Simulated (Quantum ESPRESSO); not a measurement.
## Optical response of SrCl2

Aim: the dielectric function of SrCl2, and the optical constants that follow from it.

Calculated with Quantum ESPRESSO 7.5; DFT, PBE, plane waves with norm-conserving potentials (PseudoDojo), scalar-relativistic, independent-particle optical response without local fields and without the non-local commutator.

## (1) The structure

Symmetry: Fm-3m, No. 225, cubic system. The conventional cell has a = 6.977 Å, b = 6.977 Å, c = 6.977 Å, α = 90.00°, β = 90.00°, γ = 90.00°. Nearest to Sr lie 8 Cl at 3.02 Å. Nearest to Cl lie 4 Sr at 3.02 Å. Farther neighbours and most contacts between anions are not listed.

## (2) Ground state

The self-consistent density comes first; it also tells whether there is a gap, which decides the occupations and the need for a Drude term.

This step: DFT, PBE, plane waves with norm-conserving potentials (PseudoDojo), scalar-relativistic, ground state (Quantum ESPRESSO 7.5).

scf.in

```
&control
  calculation = 'scf'
  prefix = 'x'
  outdir = './tmp'
  pseudo_dir = './'
  verbosity = 'high'
/
&system
  ibrav = 0
  nat = 3
  ntyp = 2
  ecutwfc = 70
  occupations = 'smearing'
  smearing = 'fd'
  degauss = 0.003675
  nbnd = 16
/
&electrons
  conv_thr = 1e-09
  electron_maxstep = 100
/
ATOMIC_SPECIES
  Sr 1.0 Sr.upf
  Cl 1.0 Cl.upf
CELL_PARAMETERS angstrom
  0.000000000000 3.488350000000 3.488350000000
  3.488350000000 0.000000000000 3.488350000000
  3.488350000000 3.488350000000 0.000000000000
ATOMIC_POSITIONS crystal
  Sr 0.000000000000 0.000000000000 0.000000000000
  Cl 0.750000000000 0.750000000000 0.750000000000
  Cl 0.250000000000 0.250000000000 0.250000000000
K_POINTS automatic
  6 6 6 0 0 0
```

Started as:

```sh
mpirun -n 4 pw.x -nk 4 -in scf.in
```

Output:

```text
for quantum simulation of materials; please cite

     using ibrav=0 with symmetry is DISCOURAGED, use correct ibrav instead

     G-vector sticks info
     --------------------
     sticks:   dense  smooth     PW     G-vecs:    dense   smooth      PW
     Sum        1663    1663    475                45239    45239    6879

     Using Slab Decomposition

     bravais-lattice index     =            0
     lattice parameter (alat)  =       9.3225  a.u.
     unit-cell volume          =     572.9105 (a.u.)^3
     number of atoms/cell      =            3
     number of atomic types    =            2
     number of electrons       =        24.00
     number of Kohn-Sham states=           16
     kinetic-energy cutoff     =      70.0000  Ry
     charge density cutoff     =     280.0000  Ry
     scf convergence threshold =      1.0E-09
     mixing beta               =       0.7000
     number of iterations used =            8  plain     mixing
     Exchange-correlation= PBE
                           (   1   4   3   4   0   0   0)

     celldm(1)=   9.322533  celldm(2)=   0.000000  celldm(3)=   0.000000
     celldm(4)=   0.000000  celldm(5)=   0.000000  celldm(6)=   0.000000

     crystal axes: (cart. coord. in units of alat)
               a(1) = (   0.000000   0.707107   0.707107 )
               a(2) = (   0.707107   0.000000   0.707107 )
               a(3) = (   0.707107   0.707107   0.000000 )

     reciprocal axes: (cart. coord. in units 2 pi/alat)
               b(1) = ( -0.707107  0.707107  0.707107 )
               b(2) = (  0.707107 -0.707107  0.707107 )
               b(3) = (  0.707107  0.707107 -0.707107 )

     ./Sr.upf
     Pseudo is Norm-conserving + core correction, Zval = 10.0
     Generated using ONCVPSP code by D. R. Hamann
     Using radial grid of 1834 points,  6 beta functions with:
                l(1) =   0
                l(2) =   0
                l(3) =   1
                l(4) =   1
                l(5) =   2
                l(6) =   2

     ./Cl.upf
     Pseudo is Norm-conserving + core correction, Zval =  7.0
     Generated using ONCVPSP code by D. R. Hamann
     Using radial grid of 1028 points,  6 beta functions with:
                l(1) =   0
                l(2) =   0
                l(3) =   1
                l(4) =   1
                l(5) =   2
                l(6) =   2

     atomic species   valence    mass     pseudopotential
     Sr               10.00     1.00000     Sr( 1.00)
     Cl                7.00     1.00000     Cl( 1.00)

     48 Sym. Ops., with inversion, found

                                    s                        frac. trans.

     [... symmetry matrices left out ...]
   Cartesian axes

     site n.     atom                  positions (alat units)
         1        Sr     tau(   1) = (   0.0000000   0.0000000   0.0000000  )
         2        Cl     tau(   2) = (   1.0606602   1.0606602   1.0606602  )
         3        Cl     tau(   3) = (   0.3535534   0.3535534   0.3535534  )

   Crystallographic axes

     site n.     atom                  positions (cryst. coord.)
         1        Sr     tau(   1) = (  0.0000000  0.0000000  0.0000000  )
         2        Cl     tau(   2) = (  0.7500000  0.7500000  0.7500000  )
         3        Cl     tau(   3) = (  0.2500000  0.2500000  0.2500000  )

     number of k points=    16  Fermi-Dirac smearing, width (Ry)=  0.0037
                       cart. coord. in units 2pi/alat
        k(    1) = (   0.0000000   0.0000000   0.0000000), wk =   0.0092593
        k(    2) = (   0.1178511   0.1178511  -0.1178511), wk =   0.0740741
        k(    3) = (   0.2357023   0.2357023  -0.2357023), wk =   0.0740741
        k(    4) = (  -0.3535534  -0.3535534   0.3535534), wk =   0.0370370
        k(    5) = (   0.2357023   0.0000000  -0.0000000), wk =   0.0555556
        k(    6) = (   0.3535534   0.1178511  -0.1178511), wk =   0.2222222
        k(    7) = (  -0.2357023  -0.4714045   0.4714045), wk =   0.2222222
        k(    8) = (  -0.1178511  -0.3535534   0.3535534), wk =   0.2222222
        k(    9) = (   0.0000000  -0.2357023   0.2357023), wk =   0.1111111
        k(   10) = (   0.4714045   0.0000000  -0.0000000), wk =   0.0555556
        k(   11) = (  -0.1178511  -0.5892557   0.5892557), wk =   0.2222222
        k(   12) = (  -0.0000000  -0.4714045   0.4714045), wk =   0.1111111
        k(   13) = (  -0.7071068   0.0000000   0.0000000), wk =   0.0277778
        k(   14) = (  -0.2357023  -0.4714045   0.7071068), wk =   0.2222222
        k(   15) = (  -0.1178511  -0.3535534   0.5892557), wk =   0.2222222
        k(   16) = (  -0.7071068   0.2357023   0.0000000), wk =   0.1111111

                       cryst. coord.
[...]
k(    9) = (   0.0000000   0.1666667  -0.1666667), wk =   0.1111111
        k(   10) = (  -0.0000000   0.3333333   0.3333333), wk =   0.0555556
        k(   11) = (   0.0000000   0.3333333  -0.5000000), wk =   0.2222222
        k(   12) = (   0.0000000   0.3333333  -0.3333333), wk =   0.1111111
        k(   13) = (   0.0000000  -0.5000000  -0.5000000), wk =   0.0277778
        k(   14) = (   0.1666667   0.3333333  -0.5000000), wk =   0.2222222
        k(   15) = (   0.1666667   0.3333333  -0.3333333), wk =   0.2222222
        k(   16) = (   0.1666667  -0.5000000  -0.3333333), wk =   0.1111111

     Dense  grid:    45239 G-vectors     FFT dimensions: (  50,  50,  50)

     Initial potential from superposition of free atoms

     starting charge      23.9916, renormalised to      24.0000
     Starting wfcs are   13 randomized atomic wfcs +    3 random wfcs

     Self-consistent Calculation

     iteration #  1     ecut=    70.00 Ry     beta= 0.70
     Davidson diagonalization with overlap

            64 MiB given to the printing process from OS
            37 MiB allocation reported by mallinfo(arena+hblkhd)
------------------
     ethr =  1.00E-02,  avg # of iterations =  6.8

     Threshold (ethr) on eigenvalues was too large:
     Diagonalizing with lowered threshold

     Davidson diagonalization with overlap

            71 MiB given to the printing process from OS
            41 MiB allocation reported by mallinfo(arena+hblkhd)
------------------
     ethr =  3.82E-04,  avg # of iterations =  4.5

     total energy              =    -134.58808764 Ry
     estimated scf accuracy    <       0.08522214 Ry

     iteration #  2     ecut=    70.00 Ry     beta= 0.70
     Davidson diagonalization with overlap

            82 MiB given to the printing process from OS
            55 MiB allocation reported by mallinfo(arena+hblkhd)
------------------
     ethr =  3.55E-04,  avg # of iterations =  2.9

     total energy              =    -134.61022754 Ry
     estimated scf accuracy    <       0.01725152 Ry

     iteration #  3     ecut=    70.00 Ry     beta= 0.70
     Davidson diagonalization with overlap

            84 MiB given to the printing process from OS
            56 MiB allocation reported by mallinfo(arena+hblkhd)
------------------
     ethr =  7.19E-05,  avg # of iterations =  4.9

     total energy              =    -134.61382911 Ry
     estimated scf accuracy    <       0.00043171 Ry

     iteration #  4     ecut=    70.00 Ry     beta= 0.70
     Davidson diagonalization with overlap

            85 MiB given to the printing process from OS
            57 MiB allocation reported by mallinfo(arena+hblkhd)
------------------
     ethr =  1.80E-06,  avg # of iterations =  8.8

     total energy              =    -134.61389541 Ry
     estimated scf accuracy    <       0.00004109 Ry

     iteration #  5     ecut=    70.00 Ry     beta= 0.70
     Davidson diagonalization with overlap

            87 MiB given to the printing process from OS
            59 MiB allocation reported by mallinfo(arena+hblkhd)
------------------
     ethr =  1.71E-07,  avg # of iterations =  2.4

     total energy              =    -134.61390967 Ry
     estimated scf accuracy    <       0.00000805 Ry

     iteration #  6     ecut=    70.00 Ry     beta= 0.70
     Davidson diagonalization with overlap

            88 MiB given to the printing process from OS
            60 MiB allocation reported by mallinfo(arena+hblkhd)
------------------
     ethr =  3.36E-08,  avg # of iterations =  2.0

     total energy              =    -134.61391077 Ry
     estimated scf accuracy    <       0.00000022 Ry

     iteration #  7     ecut=    70.00 Ry     beta= 0.70
     Davidson diagonalization with overlap

            90 MiB given to the printing process from OS
            62 MiB allocation reported by mallinfo(arena+hblkhd)
------------------
     ethr =  9.06E-10,  avg # of iterations =  3.2

     total energy              =    -134.61391084 Ry
     estimated scf accuracy    <          3.2E-09 Ry

     iteration #  8     ecut=    70.00 Ry     beta= 0.70
     Davidson diagonalization with overlap

            90 MiB given to the printing process from OS
            63 MiB allocation reported by mallinfo(arena+hblkhd)
------------------
     ethr =  1.33E-11,  avg # of iterations =  4.3

     End of self-consistent calculation

          k = 0.0000 0.0000 0.0000 (  5769 PWs)   bands (ev):

   -29.6925 -11.6818 -11.6818 -11.6818 -10.1551  -9.3077   1.0280   1.0280
     1.0280   2.8102   2.8102   2.8102   8.4874   9.2524   9.2524  12.1191

     occupation numbers
     1.0000   1.0000   1.0000   1.0000   1.0000   1.0000   1.0000   1.0000
     1.0000   1.0000   1.0000   1.0000   0.0000   0.0000   0.0000   0.0000

          k = 0.1179 0.1179-0.1179 (  5708 PWs)   bands (ev):

   -29.6917 -11.7720 -11.6853 -11.6853 -10.0027  -9.3639   1.1290   1.1290
     1.2123   2.5009   2.6621   2.6621   9.0782   9.4602   9.4602  11.1501

     occupation numbers
     1.0000   1.0000   1.0000   1.0000   1.0000   1.0000   1.0000   1.0000
     1.0000   1.0000   1.0000   1.0000   0.0000   0.0000   0.0000   0.0000

          k = 0.2357 0.2357-0.2357 (  5678 PWs)   bands (ev):

   -29.6901 -11.9137 -11.6923 -11.6923  -9.7879  -9.4158   1.3843   1.3843
     1.5626   1.9835   2.3333   2.3333   9.7830   9.7830   9.9830  11.1510

     occupation numbers
     1.0000   1.0000   1.0000   1.0000   1.0000   1.0000   1.0000   1.0000
     1.0000   1.0000   1.0000   1.0000   0.0000   0.0000   0.0000   0.0000

     [... further k points left out ...]

     the Fermi energy is     7.2676 ev

!    total energy              =    -134.61391084 Ry
     estimated scf accuracy    <          6.2E-10 Ry
     smearing contrib. (-TS)   =      -0.00000000 Ry
     internal energy E=F+TS    =    -134.61391084 Ry

     The total energy is F=E-TS. E is the sum of the following terms:
     one-electron contribution =     -29.14087198 Ry
     hartree contribution      =      23.36674387 Ry
     xc contribution           =     -34.85209509 Ry
     ewald contribution        =     -93.98768764 Ry

     convergence has been achieved in   8 iterations

     XML data file, charge density, pseudopotentials, collected wavefunctions

                                        0.00s GPU  (     203 calls)

=------------------------------------------------------------------------------=
   JOB DONE.
=------------------------------------------------------------------------------=
```

Elapsed: 6.9 s, on 4 MPI ranks of Arm Neoverse V2, shared host; peak memory 0.09 GiB; 27 s of CPU time.

Numbers from this step:

```
total energy           : -134.6 Ry
gap on the k-mesh      : 5.343 eV
direct gap on the mesh : 5.512 eV
```

There is a gap, 5.34 eV on this mesh (points off the mesh can give less), so no carriers' term is needed.

(Continued in part 2 of 3.)

[Machine, clock, banner and «Message from routine» lines are left out of the logs.]

[Logs are printed without paths, hosts, clocks, repeated set-up lines and the standing remarks that a program may print on its own settings, such as how far it seeks lower states.]

[Hosts, paths, dates, database ids (printed as entryN), source tags and the programs' standing remarks are cut or masked in the printed files.]
